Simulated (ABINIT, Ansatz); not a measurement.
# TiO2 (Rutile): one start, several treatments of the self-energy, part 2 of 2

Aim: compare treatments of exchange, screening and correlation for the gap of TiO2 (Rutile).

ABINIT 10.8.3; PBE and many-body steps on it, plane waves. Known limits of the many-body steps: not at the basis limit; coarse k mesh.

So far. Step 5 (G0W0, von der Linden-Horsch plasmon pole): Against G0W0 in ABINIT (4×4×4 mesh, 92 bands, screening to 114.3 eV, Godby-Needs plasmon pole), the gap moves by +0.141 eV. Step 6 (G0W0, Engel-Farid plasmon pole): Against G0W0 in ABINIT (4×4×4 mesh, 92 bands, screening to 114.3 eV, Godby-Needs plasmon pole), the gap moves by +0.113 eV.

**7. One-shot Hartree-Fock**

This step: one-shot Hartree-Fock on PBE, plane waves, norm-conserving pseudopotentials.

run.abi reads:

```
acell 3*1.0 Angstrom
rprim 
  4.592200000000 0.000000000000 0.000000000000
  0.000000000000 4.592200000000 0.000000000000
  0.000000000000 0.000000000000 2.957400000000
ntypat 2
znucl 22 8
natom 6
typat 1 1 2 2 2 2
xred 
  0.000000000000 0.000000000000 0.000000000000
  0.500000000000 0.500000000000 0.500000000000
  0.304960000000 0.304960000000 0.000000000000
  0.195040000000 0.804960000000 0.500000000000
  0.695040000000 0.695040000000 0.000000000000
  0.804960000000 0.195040000000 0.500000000000
pp_dirpath "pseudos"
pseudos "Ti.upf, O.upf"
ecut 38
ngkpt 4 4 4
nshiftk 1
shiftk 0 0 0
kptopt 1
chksymbreak 0
istwfk *1
occopt 1
irdwfk 1
optdriver 4
nband 28
gwcalctyp 5
ecutsigx 38
symsigma 1
nkptgw 1
kptgw 
  0.0000000000 0.0000000000 0.0000000000
bdgw 
  22 26
ixc_sigma 40
fftgw 31
indata_prefix "in"
outdata_prefix "out"
tmpdata_prefix "tmp"
```

On the command line:

```
> OMP_NUM_THREADS=1 mpirun -n 8 abinit run.abi > log
```

The program printed:

```text
.Version 10.8.3 of ABINIT. v10.8.2 released Aug 2026.

 Symmetries : space group P4_2/m n m (#136); Bravais tP (primitive tetrag.)
[... echo of the input left out ...]
== DATASET  1 ==================================================================
-   mpi_nproc: 8, omp_nthreads: 1 (-1 if OMP is not activated)

--- !DatasetInfo
iteration_state: {dtset: 1, }
dimensions: {natom: 6, nkpt: 18, mband: 28, nsppol: 1, nspinor: 1, nspden: 1, mpw: 4748, }
cutoff_energies: {ecut:  38.0, pawecutdg:  -1.0, }
[...]
24   5.660 -20.448 -25.098   0.000   1.000   0.000 -25.098  -4.650   1.010
       25   7.576 -20.150 -12.063   0.000   1.000   0.000 -12.063   8.087  15.663
       26   7.879 -19.778 -12.069   0.000   1.000   0.000 -12.069   7.709  15.588

== END DATASET(S) ==============================================================
================================================================================

 -outvars: echo values of variables after computation  --------
           etotal      0.0000000000E+00
            nband          28
             nkpt          18
          spgroup         136
 [... the other variables as echoed above ...]

 Calculation completed.
```

Wall time 2.4 s (8 MPI ranks of Arm Neoverse V2, shared host); peak memory 0.18 GiB; 18 s of CPU time.

Numbers from this step:

* quasiparticle gap on the points computed: 14.58 eV
* starting gap on the mesh: 1.917 eV
* k of the valence top: 0, 0, 0
* k of the conduction bottom: 0, 0, 0
* least direct quasiparticle gap on the computed points: 14.58 eV

Against G0W0 in ABINIT (4×4×4 mesh, 92 bands, screening to 114.3 eV, Godby-Needs plasmon pole), the gap moves by +11.198 eV.

**8. Screening, 4×4×4 mesh, 92 bands, screening to 114.3 eV**

This step: RPA screening on PBE, plane waves, norm-conserving pseudopotentials.

Edit run.abi of step 7 so:

```diff
@@ -27,14 +27,13 @@
 irdwfk 1
-optdriver 4
-nband 28
-gwcalctyp 5
-ecutsigx 38
-symsigma 1
-nkptgw 1
-kptgw 
-  0.0000000000 0.0000000000 0.0000000000
-bdgw 
-  22 26
-ixc_sigma 40
-fftgw 31
+optdriver 3
+nband 92
+ecuteps 4.2
+inclvkb 2
+awtr 1
+symchi 1
+gwcalctyp 2
+nfreqre 16
+freqremax 40 eV
+nfreqim 8
+spmeth 0
 indata_prefix "in"
```

The program printed:

```text
.Version 10.8.3 of ABINIT. v10.8.2 released Aug 2026.

 Symmetries : space group P4_2/m n m (#136); Bravais tP (primitive tetrag.)
[... echo of the input left out ...]
== DATASET  1 ==================================================================
-   mpi_nproc: 8, omp_nthreads: 1 (-1 if OMP is not activated)

--- !DatasetInfo
iteration_state: {dtset: 1, }
dimensions: {natom: 6, nkpt: 18, mband: 92, nsppol: 1, nspinor: 1, nspden: 1, mpw: 4748, }
cutoff_energies: {ecut:  38.0, pawecutdg:  -1.0, }
electrons: {nelect:   4.80000000E+01, charge:   0.00000000E+00, occopt:   1.00000000E+00, tsmear:   1.00000000E-02, }

 SCREENING: Calculation of the susceptibility and dielectric matrices

 Based on a program developped by R.W. Godby, V. Olevano, G. Onida, and L. Reining.
 Incorporated in ABINIT by V. Olevano, G.-M. Rignanese, and M. Torrent.
.Using double precision arithmetic ; gwpc =  8

[... cell and pseudopotentials left out ...]
--------------------------------------------------------------------------------

 ==== K-mesh for the wavefunctions ====
 Number of points in the irreducible wedge :    18
[... list of points left out ...]
 Together with 16 symmetry operations and time-reversal symmetry
 yields    64 points in the full Brillouin Zone.

 ==== Q-mesh for the screening function ====
 Number of points in the irreducible wedge :    18
[... list of points left out ...]
 Together with 16 symmetry operations and time-reversal symmetry
 yields    64 points in the full Brillouin Zone.

 setmesh: FFT mesh size selected  =    36x   36x   24
          total number of points  =        31104

 vcoul_init : cutoff-mode = AUXILIARY_FUNCTION
 q-points for optical limit:   1
     1)      0.000010    0.000020    0.000030

- screening: taking advantage of time-reversal symmetry
- Maximum band index for partially occupied states nbvw = 24
- Remaining bands to be divided among processors   nbcw = 68
- Number of bands treated by each node ~8

 Number of electrons calculated from density =   48.0000; Expected =   48.0000
 average of density, n =  0.114049
 r_s =    1.2792
 omega_plasma =   32.5763 [eV]

 calculating chi0 at frequencies [eV] :
  1    0.000000E+00    0.000000E+00
  2    2.666667E+00    0.000000E+00
  3    5.333333E+00    0.000000E+00
[...]
23    0.000000E+00    8.296623E+01
 24    0.000000E+00    1.168174E+02

--------------------------------------------------------------------------------
  q-point number  1        q = ( 0.000000, 0.000000, 0.000000) [r.l.u.]
--------------------------------------------------------------------------------
[... chi0 elements left out ...]
  [... further frequencies ...]

 No. of calculated frequencies >  15, stop printing
 For q-point:  0.000010 0.000020 0.000030
  dielectric constant =   8.5615
  dielectric constant without local fields =   8.9524

  Average fulfillment of the sum rule on Im[epsilon] for q-point    1 :     49.88  [%]
[... wings left out ...]
  q-point number  2        q = ( 0.250000, 0.000000, 0.000000) [r.l.u.]
--------------------------------------------------------------------------------
[... chi0 elements left out ...]
  [... further frequencies ...]

 No. of calculated frequencies >  15, stop printing
  Average fulfillment of the sum rule on Im[epsilon] for q-point    2 :     64.36  [%]

 [... 16 further q-points ...]
```

Run time: 4.1 min. Hardware: 8 MPI ranks; peak memory 3.5 GiB; 33 min of CPU time.

Numbers from this step:

- ε∞ with local fields, on this mesh, along the program's q direction: 8.562
- the same without local fields: 8.952
- plasma frequency: 32.58 eV
- plane waves in the screening matrix: 181

**9. G0W0, contour deformation**

This step: G0W0 on PBE, plane waves, norm-conserving pseudopotentials.

Edit run.abi of step 8 so:

```diff
@@ -27,13 +27,14 @@
 irdwfk 1
-optdriver 3
+optdriver 4
 nband 92
+gwcalctyp 2
+ecutsigx 38
+symsigma 1
+nkptgw 1
+kptgw 
+  0.0000000000 0.0000000000 0.0000000000
+bdgw 
+  22 26
 ecuteps 4.2
-inclvkb 2
-awtr 1
-symchi 1
-gwcalctyp 2
-nfreqre 16
-freqremax 40 eV
-nfreqim 8
-spmeth 0
+irdscr 1
 indata_prefix "in"
```

The program printed:

```text
.Version 10.8.3 of ABINIT. v10.8.2 released Aug 2026.

 Symmetries : space group P4_2/m n m (#136); Bravais tP (primitive tetrag.)
[... echo of the input left out ...]
== DATASET  1 ==================================================================
-   mpi_nproc: 8, omp_nthreads: 1 (-1 if OMP is not activated)

--- !DatasetInfo
iteration_state: {dtset: 1, }
dimensions: {natom: 6, nkpt: 18, mband: 92, nsppol: 1, nspinor: 1, nspden: 1, mpw: 4748, }
cutoff_energies: {ecut:  38.0, pawecutdg:  -1.0, }
[...]
23   5.208 -20.672 -25.174   4.871   0.713  -0.402 -20.409   0.263   5.471
[...]
26   7.879 -19.778 -12.069  -5.374   0.714  -0.401 -18.111   1.667   9.546
       26   0.000   0.000   0.000   0.000   0.000   0.000   0.000   0.000   0.000

== END DATASET(S) ==============================================================
================================================================================

 -outvars: echo values of variables after computation  --------
           etotal      0.0000000000E+00
            nband          92
             nkpt          18
          spgroup         136
 [... the other variables as echoed above ...]

 Calculation completed.
```

It took 3.9 s on 8 MPI ranks; peak memory 1.8 GiB; 30 s of CPU time.

Numbers from this step:

| Quantity | Value |
| --- | --- |
| G0W0 gap on the points computed | 3.402 eV |
| starting gap on the mesh | 1.917 eV |
| k of the valence top | 0, 0, 0 |
| k of the conduction bottom | 0, 0, 0 |
| least direct G0W0 gap on the computed points | 3.402 eV |

Against G0W0 in ABINIT (4×4×4 mesh, 92 bands, screening to 114.3 eV, Godby-Needs plasmon pole), the gap moves by +0.022 eV.

**10. The runs together**

Times are wall times on 8 MPI ranks of Arm Neoverse V2, shared host, good to a factor of about two. A run's time includes the screening step that it read.

```csv
run,mesh,bands,screening cutoff (eV),DFT gap (eV),gap on the mesh (eV),direct (eV),ε∞ used,time
"G0W0, Godby-Needs plasmon pole",4×4×4,92,114.3,1.917,3.380,3.380,8.56,78 s
"G0W0, von der Linden-Horsch plasmon pole",4×4×4,92,114.3,1.917,3.521,3.521,8.56,78 s
"G0W0, Engel-Farid plasmon pole",4×4×4,92,114.3,1.917,3.493,3.493,8.56,78 s
one-shot Hartree-Fock,4×4×4,-,-,1.917,14.578,14.578,-,2.4 s
"G0W0, contour deformation",4×4×4,92,114.3,1.917,3.402,3.402,8.56,4.2 min
```

**11. Summary of results**

```
G0W0, Godby-Needs plasmon pole           : 3.380 eV
G0W0, von der Linden-Horsch plasmon pole : 3.521 eV
G0W0, Engel-Farid plasmon pole           : 3.493 eV
one-shot Hartree-Fock                    : 14.578 eV
G0W0, contour deformation                : 3.402 eV
known limits                             : not at the basis limit; coarse k mesh
```

In words: G0W0, von der Linden-Horsch plasmon pole: +0.141 eV against G0W0, Godby-Needs plasmon pole. G0W0, Engel-Farid plasmon pole: +0.113 eV against G0W0, Godby-Needs plasmon pole. One-shot Hartree-Fock: +11.198 eV against G0W0, Godby-Needs plasmon pole. G0W0, contour deformation: +0.022 eV against G0W0, Godby-Needs plasmon pole. Bare exchange alone opens the gap to 14.58 eV; against G0W0, correlation takes back 11.20 eV. Against experiment, by G0W0, Godby-Needs plasmon pole: the direct gap of 3.38 eV lies +0.35 eV from the measured 3.03 eV (direct, 1.6 K, quoted 2020); the gap of 3.38 eV lies +0.10 eV from the measured 3.28 eV (optical, 2023); the gap of 3.38 eV lies +0.29 eV from the measured 3.09 ± 0.06 eV (indirect, on SiO2 (quartz particles), 2024); the gap of 3.38 eV lies +0.33 eV from the measured 3.05 eV (kind not stated, quoted 2021). An exciton line or allowed optical edge lies below the quasiparticle gap by the binding energy; a forbidden edge can push the onset above it. These are gaps on the mesh, at modest bands and cutoff. The calculation has static nuclei and no excitons; a measured gap holds zero-point and thermal motion, which mostly lowers it. Bands and cutoff are finite, so the gap is not at the basis limit. The miss can reach some tenths of an eV and take either sign; the mesh is an error of its own. In the G0W0 runs levels were corrected at 1 k point alone, so a gap called «on the mesh» is the least over those, and an edge elsewhere would be missed. The 4×4×4 mesh is coarse for this cell, which bears on the long-range parts of exchange and screening.

[Paths, hosts, dates, memory and timing lines, banners, echoed tables and standing remarks are left out of the program output.]

[Logs are printed without paths, hosts, clocks, repeated set-up lines and the standing remarks that a program may print on its own settings, such as how far it seeks lower states.]

[Runs of the session that timed out or met a known fault of the program may be left out.]

[Hosts, paths, dates, database ids (printed as entryN), source tags and the programs' standing remarks are cut or masked in the printed files.]

[G0W0 gaps are taken among the corrected bands and points alone; a level outside them can change the order at an edge.]

[Where Ansatz stands beside ABINIT at settings called matched, ABINIT's density can come from a denser mesh and the files from another edition; pairs whose starting gaps differed by over 0.03 eV were left out, so agreement reads better than it is.]
